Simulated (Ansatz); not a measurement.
# Cu wire along [110], 37 atoms a period: bands along the axis

Wanted: the relaxed geometry and the bands of the Cu wire along [110], 37 atoms a period.

Calculated with Ansatz 0.2.0; DFT PBE, plane waves, PAW; relaxation of a wire's period; PAW set soft_1, in the first sound run; inputs show where later runs differ.

## Step 1: The starting structure

The cell holds 37 atoms: 37 Cu. Cell: a = 21.320 Å, b = 19.634 Å, c = 2.567 Å, α = 90.0°, β = 90.0°, γ = 90.0°. Vacuum lies along a and b. The structure's axis is c.

## Step 2: Relaxing the period

Band widths follow the bond lengths, so the wire is relaxed first. The atoms and the third cell vector are free; the box across stays fixed as vacuum. A Fermi-Dirac smearing is set since the result may be a metal. The pressure printed is a third of the stress's trace over the whole box, vacuum included; only the stress along the axis is relaxed.

File input.yaml:

```yaml
crystal:
  lattice:
    - [21.32, 0.0, 0.0]
    - [0.0, 19.634, 0.0]
    - [0.0, 0.0, 2.5667976157]
  atoms:
    - { symbol: Cu, position: [0.159474672, 0.499999696, 0.0] }
    - { symbol: Cu, position: [0.329737336, 0.369267415, 0.0] }
    - { symbol: Cu, position: [0.329737336, 0.238535133, 0.0] }
    - { symbol: Cu, position: [0.329737336, 0.499999696, 0.0] }
    - { symbol: Cu, position: [0.5, 0.369267415, 0.0] }
    - { symbol: Cu, position: [0.5, 0.238535133, 0.0] }
    - { symbol: Cu, position: [0.5, 0.499999696, 0.0] }
    - { symbol: Cu, position: [0.670262664, 0.369267415, 0.0] }
    - { symbol: Cu, position: [0.670262664, 0.238535133, 0.0] }
    - { symbol: Cu, position: [0.670262664, 0.499999696, 0.0] }
    - { symbol: Cu, position: [0.840525328, 0.499999696, 0.0] }
    - { symbol: Cu, position: [0.244606004, 0.303901274, 0.5] }
    - { symbol: Cu, position: [0.244606004, 0.434633556, 0.5] }
    - { symbol: Cu, position: [0.244606004, 0.565365837, 0.5] }
    - { symbol: Cu, position: [0.244606004, 0.696098119, 0.5] }
    - { symbol: Cu, position: [0.414868668, 0.173168993, 0.5] }
    - { symbol: Cu, position: [0.414868668, 0.303901274, 0.5] }
    - { symbol: Cu, position: [0.414868668, 0.434633556, 0.5] }
    - { symbol: Cu, position: [0.414868668, 0.565365837, 0.5] }
    - { symbol: Cu, position: [0.414868668, 0.696098119, 0.5] }
    - { symbol: Cu, position: [0.414868668, 0.8268304, 0.5] }
    - { symbol: Cu, position: [0.585131332, 0.173168993, 0.5] }
    - { symbol: Cu, position: [0.585131332, 0.303901274, 0.5] }
    - { symbol: Cu, position: [0.585131332, 0.434633556, 0.5] }
    - { symbol: Cu, position: [0.585131332, 0.565365837, 0.5] }
    - { symbol: Cu, position: [0.585131332, 0.696098119, 0.5] }
    - { symbol: Cu, position: [0.585131332, 0.8268304, 0.5] }
    - { symbol: Cu, position: [0.755393996, 0.303901274, 0.5] }
    - { symbol: Cu, position: [0.755393996, 0.434633556, 0.5] }
    - { symbol: Cu, position: [0.755393996, 0.565365837, 0.5] }
    - { symbol: Cu, position: [0.755393996, 0.696098119, 0.5] }
    - { symbol: Cu, position: [0.329737336, 0.630731978, 0.0] }
    - { symbol: Cu, position: [0.329737336, 0.761464259, 0.0] }
    - { symbol: Cu, position: [0.5, 0.630731978, 0.0] }
    - { symbol: Cu, position: [0.5, 0.761464259, 0.0] }
    - { symbol: Cu, position: [0.670262664, 0.630731978, 0.0] }
    - { symbol: Cu, position: [0.670262664, 0.761464259, 0.0] }
kpoints:
  mp_grid: { grid: [1, 1, 32] }
scf:
  occupations: { method: fermi_dirac, width: 0.05 }
hamiltonian:
  xc: pbe
  pseudopotentials: { kind: paw, azcp: { folder: soft_1 } }
relax:
  cell: { fix: [a, b, alpha, beta, gamma] }
  max_steps: 45
  f_tol: 0.03
```

Started as:

```console
ansatz run input.yaml --threads 16 --pin off --max-ram 61440MiB --backend cuda --events-out ev --progress --plain --runs-dir out --max-vram 78GiB
```

Numbers of over 12 decimals in the logs are rounded to 6 here.

The program printed:

```text
Engine: ansatz 0.2.0, aarch64-unknown-linux-gnu
Pseudopotentials: kind: paw
Pseudopotential: Cu, paw, valence charge 19, recommended cutoff 420 eV (normal), soft_1/Cu.paw.azcp
Functional definition: PBE
  parameter kappa = 0.804
  parameter beta = 0.066725
  exchange = pbe_x(kappa = kappa, mu = beta*pi^2/3)
  correlation = pbe_c(beta = beta)
concurrent solve slots: 9 of 16 are kept, ahead of what memory takes: no pass of the eigensolver takes more rounds on 9
[...]
Crystal: 37 atoms, lattice volume = 1074.453 Å³
Basis set: ecut = 420 eV, 21067 PW (Γ), exchange–correlation on 288×270×36 points (8 copies of the dense FFT grid, shifted against one another)
Bands: 422, of which v1, the nominal top of the filled ones, is band 352 counted from 1 (351 counted from 0)
Symmetry: 8 space group operations
Space group: Pmmm (ITA 47), of the structure as read, at distance tolerance 1.0e-4 Å
k-points: 17 of 32
Non-local potential: Cu, projectors of the file, l = 0: 3, l = 1: 2, l = 2: 3, l = 3: 1
PAW form: soft (Blöchl's): semilocal exchange-correlation on the pseudo side does not see the compensation charge
PAW one-centre angular grid: Cu, 590 points (default); XC on 64 Gauss nodes
Initial density: superposition of atomic densities (neutral atoms: chi_scale 0, normalization atom)
Initial wavefunctions: pseudopotential atomic-orbital guess
[...]
Functional: x = pbe(κ = 0.804, μ = 0.219515), c = pbe(β = 0.066725)
SCF iter   1: F=—  HF=-245148.183166 eV  |F-HF|=—  |Δ(HF+E_count)|=         —  Δρ=1.56e-1  dr2=1.61e2  ethr=3.10e-3  ⟨swp⟩=6.3  Hψ=27901  notcnv=0  defer=404
preconditioner: auto → LDOS  [metal: Δε(μ)=0.014 eV  Ē_g=7.218 eV  σ=0.050 eV  W_gap=0.07  n_scr=244 (ndim 8)  ℏωp=22.9 eV  f_vac=0.532  D(μ)=19.88/eV (n_scr^D=114)  β→1.0]
SCF iter   2: F=—  HF=-245321.422336 eV  |F-HF|=—  |Δ(HF+E_count)|=    1.73e2  Δρ=3.16e-1  dr2=6.46e2  ethr=3.10e-3  ⟨swp⟩=4.0  Hψ=22049  notcnv=0  defer=907  recentre
[...]
SCF iter  15: F=-245119.622411 eV  HF=-245119.622411 eV  |F-HF|=4.89e-8  |Δ(HF+E_count)|=   7.92e-9  Δρ=1.95e-6  dr2=3.77e-8  ethr=1.42e-11  ⟨swp⟩=3.0  Hψ=26220  notcnv=0
SCF 1 converged in 15 iterations: F = -245119.622411 eV  dr2 = 3.77e-8
  greatest PAW one-centre occupation: 1.000 electrons in one spin orbital (limit 2), on the Cu atom at site 10 (counted from 0), in its partial waves of l = 0
relax step   1: F+E_penalty+E_count = -245119.62241146 eV  Δ(F+E_penalty+E_count) = +0.000e0 eV  max|allowed force component| = 6.086e-1 eV/Å  Δτ_max = 0.0000 Å  P = -1.686 GPa  Ω = 1074.453 Å³  fix = [a, b, alpha, beta, gamma]  reactions: a -1.520, b -1.467 GPa  (15 SCF iters, dr2 threshold 1.00e-7 eV, accepted)
concurrent solve slots: 9 of 16 are kept, ahead of what memory takes: no pass of the eigensolver takes more rounds on 9
[...]
Crystal: 37 atoms, lattice volume = 1066.366 Å³
Basis set: ecut = 420 eV, 20887 PW (Γ), exchange–correlation on 288×270×36 points (8 copies of the dense FFT grid, shifted against one another)
[...]
iter 1 solved again at ethr=3.20e-5 eV; its pass at ethr=3.10e-3 eV (dr2=2.25e-1 eV) is discarded
SCF iter   1: F=—  HF=-245119.975365 eV  |F-HF|=—  |Δ(HF+E_count)|=         —  Δρ=6.19e-3  dr2=2.31e-1  ethr=3.20e-5  ⟨swp⟩=3.5  Hψ=35425  notcnv=0
preconditioner: auto → LDOS  [metal: Δε(μ)=0.007 eV  Ē_g=7.963 eV  σ=0.050 eV  W_gap=0.04  n_scr=232 (ndim 8)  ℏωp=22.9 eV  f_vac=0.536  D(μ)=13.23/eV (n_scr^D=70)  β→1.0]
SCF iter   2: F=—  HF=-245120.143443 eV  |F-HF|=—  |Δ(HF+E_count)|=   1.68e-1  Δρ=1.31e-2  dr2=1.02e0  ethr=3.20e-5  ⟨swp⟩=3.1  Hψ=15282  notcnv=0  recentre
[...]
SCF iter   8: F=-245119.930671 eV  HF=-245119.930672 eV  |F-HF|=9.92e-7  |Δ(HF+E_count)|=   5.71e-6  Δρ=1.77e-5  dr2=2.96e-6  ethr=5.26e-10  ⟨swp⟩=3.0  Hψ=26324  notcnv=0
SCF 2 converged in 8 iterations: F = -245119.930671 eV  dr2 = 2.96e-6
relax step   2: F+E_penalty+E_count = -245119.93067109 eV  Δ(F+E_penalty+E_count) = -3.083e-1 eV  max|allowed force component| = 3.636e-1 eV/Å  Δτ_max = 0.0606 Å  P = -0.820 GPa  Ω = 1066.366 Å³  energy of the carried Pulay correction = +2.671e-3 eV  fix = [a, b, alpha, beta, gamma]  reactions: a -0.685, b -0.694 GPa  (8 SCF iters, dr2 threshold 3.70e-6 eV, accepted)
[...]
SCF 3 converged in 9 iterations: F = -245120.088325 eV  dr2 = 2.20e-6
[...]
SCF 4 converged in 8 iterations: F = -245120.095467 eV  dr2 = 6.86e-7
[...]
SCF 5 converged in 9 iterations: F = -245120.097630 eV  dr2 = 1.16e-8
[...]
SCF 6 converged in 10 iterations: F = -245120.090603 eV  dr2 = 1.21e-10
[...]
SCF converged after 10 iterations
[...]
--- Relaxed structure (5 steps of the walk, 5 accepted, 1 SCFs on fresh bases) ---
  F+E_penalty+E_count = -245120.09060253 eV   max|allowed force component| = 2.366e-3 eV/Å   (the final SCF, on the basis selected at the relaxed cell)
  cell:  # Å, volume = 1055.5162 Å³
    - [21.32, 0.0, 0.0]
    - [0.0, 19.634, 0.0]
    - [0.0, 0.0, 2.521558]
  atoms:
    - { symbol: Cu, position: [0.162251, 0.5, 0.0] }
    - { symbol: Cu, position: [0.327600, 0.371708, 0.0] }
    - { symbol: Cu, position: [0.328554, 0.239348, 0.0] }
    - { symbol: Cu, position: [0.326835, 0.5, 0.0] }
    - { symbol: Cu, position: [0.5, 0.370501, 0.0] }
    - { symbol: Cu, position: [0.5, 0.238581, 0.0] }
    - { symbol: Cu, position: [0.5, 0.5, 0.0] }
    - { symbol: Cu, position: [0.672400, 0.371708, 0.0] }
    - { symbol: Cu, position: [0.671446, 0.239348, 0.0] }
    - { symbol: Cu, position: [0.673165, 0.5, 0.0] }
    - { symbol: Cu, position: [0.837749, 0.5, 0.0] }
    - { symbol: Cu, position: [0.247834, 0.305564, 0.5] }
    - { symbol: Cu, position: [0.240045, 0.432861, 0.5] }
    - { symbol: Cu, position: [0.240045, 0.567139, 0.5] }
    - { symbol: Cu, position: [0.247834, 0.694436, 0.5] }
    - { symbol: Cu, position: [0.413973, 0.180685, 0.5] }
    - { symbol: Cu, position: [0.414393, 0.306665, 0.5] }
    - { symbol: Cu, position: [0.413657, 0.435472, 0.5] }
    - { symbol: Cu, position: [0.413657, 0.564528, 0.5] }
    - { symbol: Cu, position: [0.414393, 0.693335, 0.5] }
    - { symbol: Cu, position: [0.413973, 0.819315, 0.5] }
    - { symbol: Cu, position: [0.586027, 0.180685, 0.5] }
    - { symbol: Cu, position: [0.585607, 0.306665, 0.5] }
    - { symbol: Cu, position: [0.586343, 0.435472, 0.5] }
    - { symbol: Cu, position: [0.586343, 0.564528, 0.5] }
    - { symbol: Cu, position: [0.585607, 0.693335, 0.5] }
    - { symbol: Cu, position: [0.586027, 0.819315, 0.5] }
    - { symbol: Cu, position: [0.752166, 0.305564, 0.5] }
    - { symbol: Cu, position: [0.759955, 0.432861, 0.5] }
    - { symbol: Cu, position: [0.759955, 0.567139, 0.5] }
    - { symbol: Cu, position: [0.752166, 0.694436, 0.5] }
    - { symbol: Cu, position: [0.327600, 0.628292, 0.0] }
    - { symbol: Cu, position: [0.328554, 0.760652, 0.0] }
    - { symbol: Cu, position: [0.5, 0.629499, 0.0] }
    - { symbol: Cu, position: [0.5, 0.761419, 0.0] }
    - { symbol: Cu, position: [0.672400, 0.628292, 0.0] }
    - { symbol: Cu, position: [0.671446, 0.760652, 0.0] }
```

It took 19 s on 1 × NVIDIA GB200 with 16 threads of Arm Neoverse V2, shared host; peak memory 1.6 GiB; 1.9 min of CPU time.

Relaxation path:

```
step  energy less that of the first step (eV)  largest force component (eV/Å)  pressure (GPa)  volume (Å³)
   1                                   0.0000                          0.6086           -1.69      1074.45
   2                                  -0.3083                          0.3636           -0.82      1066.37
   3                                  -0.4659                          0.1159            0.22      1055.43
   4                                  -0.4731                          0.0413           -0.08      1056.07
   5                                  -0.4752                          0.0024            0.00      1055.52
   6                                  -0.4682                          0.0024            0.00      1055.52
```

The log counts 1 steps on a newly chosen plane-wave basis, not all of them marked here; energy and pressure can jump at such steps.

The run keeps the 8 symmetry operations that it works with, so distortions that break them were not tested.

| cell as run | before | after | change |
| --- | --- | --- | --- |
| c (Å) | 2.567 | 2.522 | -1.8 % |

The atoms that moved most (Å, along periodic axes as changes of fractional coordinates times the final cell, across vacuum about the mean position):

```csv
atom,dx,dy,dz,length
Cu21,-0.019,-0.148,0.000,0.149
Cu27,0.019,-0.148,0.000,0.149
Cu16,-0.019,0.148,0.000,0.149
Cu22,0.019,0.148,0.000,0.149
Cu13,-0.097,-0.035,0.000,0.103
Cu29,0.097,-0.035,0.000,0.103
Cu14,-0.097,0.035,0.000,0.103
Cu30,0.097,0.035,0.000,0.103
```

The relaxed structure:

```cif
data_structure
_symmetry_space_group_name_H-M 'P 1'
_symmetry_Int_Tables_number 1
_cell_length_a 21.3200
_cell_length_b 19.6340
_cell_length_c 2.5216
_cell_angle_alpha 90.000
_cell_angle_beta 90.000
_cell_angle_gamma 90.000
_cell_volume 1055.52
loop_
_atom_site_label
_atom_site_type_symbol
_atom_site_fract_x
_atom_site_fract_y
_atom_site_fract_z
_atom_site_occupancy
Cu1 Cu 0.16225 0.50000 0.00000 1
Cu2 Cu 0.32760 0.37171 0.00000 1
Cu3 Cu 0.32855 0.23935 0.00000 1
Cu4 Cu 0.32684 0.50000 0.00000 1
Cu5 Cu 0.50000 0.37050 0.00000 1
Cu6 Cu 0.50000 0.23858 0.00000 1
Cu7 Cu 0.50000 0.50000 0.00000 1
Cu8 Cu 0.67240 0.37171 0.00000 1
Cu9 Cu 0.67145 0.23935 0.00000 1
Cu10 Cu 0.67316 0.50000 0.00000 1
Cu11 Cu 0.83775 0.50000 0.00000 1
Cu12 Cu 0.24783 0.30556 0.50000 1
Cu13 Cu 0.24004 0.43286 0.50000 1
Cu14 Cu 0.24004 0.56714 0.50000 1
Cu15 Cu 0.24783 0.69444 0.50000 1
Cu16 Cu 0.41397 0.18068 0.50000 1
Cu17 Cu 0.41439 0.30667 0.50000 1
Cu18 Cu 0.41366 0.43547 0.50000 1
Cu19 Cu 0.41366 0.56453 0.50000 1
Cu20 Cu 0.41439 0.69333 0.50000 1
Cu21 Cu 0.41397 0.81932 0.50000 1
Cu22 Cu 0.58603 0.18068 0.50000 1
Cu23 Cu 0.58561 0.30667 0.50000 1
Cu24 Cu 0.58634 0.43547 0.50000 1
Cu25 Cu 0.58634 0.56453 0.50000 1
Cu26 Cu 0.58561 0.69333 0.50000 1
Cu27 Cu 0.58603 0.81932 0.50000 1
Cu28 Cu 0.75217 0.30556 0.50000 1
Cu29 Cu 0.75996 0.43286 0.50000 1
Cu30 Cu 0.75996 0.56714 0.50000 1
Cu31 Cu 0.75217 0.69444 0.50000 1
Cu32 Cu 0.32760 0.62829 0.00000 1
Cu33 Cu 0.32855 0.76065 0.00000 1
Cu34 Cu 0.50000 0.62950 0.00000 1
Cu35 Cu 0.50000 0.76142 0.00000 1
Cu36 Cu 0.67240 0.62829 0.00000 1
Cu37 Cu 0.67145 0.76065 0.00000 1
```

Numbers from this step:

```
energy at zero smearing    : -245120.0381 eV
cell length along the wire : 2.522 Å
```

The cell's length comes to 2.522 Å with spin left out.

## Step 3: The perfect wire

This step: DFT PBE, plane waves, PAW; bands of a perfect wire; PAW set soft_1 (Ansatz 0.2.0).

At the relaxed period the bands are computed along the axis; those that cross an energy going forward count the channels that a perfect wire would open there.

File input.yaml:

```yaml
crystal:
  lattice:
    - [21.32, 0.0, 0.0]
    - [0.0, 19.634, 0.0]
    - [0.0, 0.0, 2.5215578053]
  atoms:
    - { symbol: Cu, position: [0.162251051, 0.5, 0.0] }
    - { symbol: Cu, position: [0.327600415, 0.371708394, 0.0] }
    - { symbol: Cu, position: [0.328554308, 0.239347616, 0.0] }
    - { symbol: Cu, position: [0.326835327, 0.5, 0.0] }
    - { symbol: Cu, position: [0.5, 0.37050059, 0.0] }
    - { symbol: Cu, position: [0.5, 0.238580627, 0.0] }
    - { symbol: Cu, position: [0.5, 0.5, 0.0] }
    - { symbol: Cu, position: [0.672399585, 0.371708394, 0.0] }
    - { symbol: Cu, position: [0.671445692, 0.239347616, 0.0] }
    - { symbol: Cu, position: [0.673164673, 0.5, 0.0] }
    - { symbol: Cu, position: [0.837748949, 0.5, 0.0] }
    - { symbol: Cu, position: [0.247833791, 0.305563744, 0.5] }
    - { symbol: Cu, position: [0.240044979, 0.432860732, 0.5] }
    - { symbol: Cu, position: [0.240044979, 0.567139268, 0.5] }
    - { symbol: Cu, position: [0.247833791, 0.694436256, 0.5] }
    - { symbol: Cu, position: [0.413972922, 0.180684637, 0.5] }
    - { symbol: Cu, position: [0.414392506, 0.306665077, 0.5] }
    - { symbol: Cu, position: [0.413656836, 0.435472096, 0.5] }
    - { symbol: Cu, position: [0.413656836, 0.564527904, 0.5] }
    - { symbol: Cu, position: [0.414392506, 0.693334923, 0.5] }
    - { symbol: Cu, position: [0.413972922, 0.819315363, 0.5] }
    - { symbol: Cu, position: [0.586027078, 0.180684637, 0.5] }
    - { symbol: Cu, position: [0.585607494, 0.306665077, 0.5] }
    - { symbol: Cu, position: [0.586343164, 0.435472096, 0.5] }
    - { symbol: Cu, position: [0.586343164, 0.564527904, 0.5] }
    - { symbol: Cu, position: [0.585607494, 0.693334923, 0.5] }
    - { symbol: Cu, position: [0.586027078, 0.819315363, 0.5] }
    - { symbol: Cu, position: [0.752166209, 0.305563744, 0.5] }
    - { symbol: Cu, position: [0.759955021, 0.432860732, 0.5] }
    - { symbol: Cu, position: [0.759955021, 0.567139268, 0.5] }
    - { symbol: Cu, position: [0.752166209, 0.694436256, 0.5] }
    - { symbol: Cu, position: [0.327600415, 0.628291606, 0.0] }
    - { symbol: Cu, position: [0.328554308, 0.760652384, 0.0] }
    - { symbol: Cu, position: [0.5, 0.62949941, 0.0] }
    - { symbol: Cu, position: [0.5, 0.761419373, 0.0] }
    - { symbol: Cu, position: [0.672399585, 0.628291606, 0.0] }
    - { symbol: Cu, position: [0.671445692, 0.760652384, 0.0] }
kpoints:
  mp_grid: { grid: [1, 1, 32] }
  band_path: { path: ["Γ", Z], npoints: 90 }
scf:
  occupations: { method: fermi_dirac, width: 0.05 }
hamiltonian:
  xc: pbe
  pseudopotentials: { kind: paw, azcp: { folder: soft_1 } }
output:
  dos: { e_range: [-5, 4] }
  write_potential: true
  write_density: true
  volumetric_format: npy
```

The program printed:

```text
[...]
Crystal: 37 atoms, lattice volume = 1055.516 Å³
Basis set: ecut = 420 eV, 20623 PW (Γ)
Bands: 422, of which v1, the nominal top of the filled ones, is band 352 counted from 1 (351 counted from 0)
[... 1 set-up line as in the run before ...]
[...]
k-points: 17 of 32
[...]
SCF iter   1: F=—  HF=-245149.437264 eV  |F-HF|=—  |Δ(HF+E_count)|=         —  Δρ=1.59e-1  dr2=1.63e2  ethr=3.10e-3  ⟨swp⟩=6.4  Hψ=28169  notcnv=0  defer=434
[...]
SCF iter   6: F=—  HF=-245120.080041 eV  |F-HF|=—  |Δ(HF+E_count)|=   4.17e-2  Δρ=2.06e-3  dr2=2.64e-2  ethr=1.63e-5  ⟨swp⟩=2.1  Hψ=9973  notcnv=0  defer=926
[...]
SCF iter  13: F=—  HF=-245120.090646 eV  |F-HF|=—  |Δ(HF+E_count)|=   2.59e-6  Δρ=6.57e-6  dr2=4.61e-7  ethr=5.37e-10  ⟨swp⟩=2.3  Hψ=9639  notcnv=0  defer=926
[...]
SCF iter  15: F=-245120.090647 eV  HF=-245120.090647 eV  |F-HF|=5.37e-8  |Δ(HF+E_count)|=   5.65e-8  Δρ=1.62e-6  dr2=2.65e-8  ethr=1.42e-11  ⟨swp⟩=2.8  Hψ=19628  notcnv=0
SCF 1 converged in 15 iterations: F = -245120.090647 eV  dr2 = 2.65e-8
[...]
NSCF: frozen V_eff on 91 k-points
[...]
SCF converged after 15 iterations
[...]
```

The job ended after 18 s (1 × NVIDIA GB200 with 16 threads; peak memory 3.7 GiB).

This step gave:

| Quantity | Value |
| --- | --- |
| band gap on the path through both edges | 0 eV |

Electronic bands along the path, in eV, zero at the Fermi level; # counts the bands kept:

| point | #57 | #58 | #59 | #60 | #61 | #62 | #63 | #64 |
| --- | --- | --- | --- | --- | --- | --- | --- | --- |
| Γ | -1.32 | -1.32 | -1.32 | -1.31 | -1.31 | -1.22 | -1.17 | -1.16 |
| halfway | -0.83 | -0.75 | -0.42 | -0.16 | 0.01 | 0.13 | 0.24 | 0.27 |
| Z | 0.91 | 0.99 | 1.03 | 1.10 | 1.13 | 1.18 | 1.32 | 1.55 |

Between Γ and Z the bands cross the Fermi level 24 times, so a perfect wire would conduct at least 24 G₀, with spin left out.

## Step 4: Results

* cell length, PBE: 2.522 Å
* ballistic conductance by band crossings, a lower bound, PBE: 24 G₀

What this shows: Under PBE the cell's length is 2.52 Å, and the bands cross the Fermi level 24 times between Γ and Z, which gives a perfect wire at least 24 G₀ (opposite crossings within one step of the path cancel in such a count).

[Logs are printed without paths, hosts, clocks, repeated set-up lines and the standing remarks that a program may print on its own settings, such as how far it seeks lower states.]

[Hosts, paths, dates, database ids (printed as entryN), source tags and the programs' standing remarks are cut or masked in the printed files.]
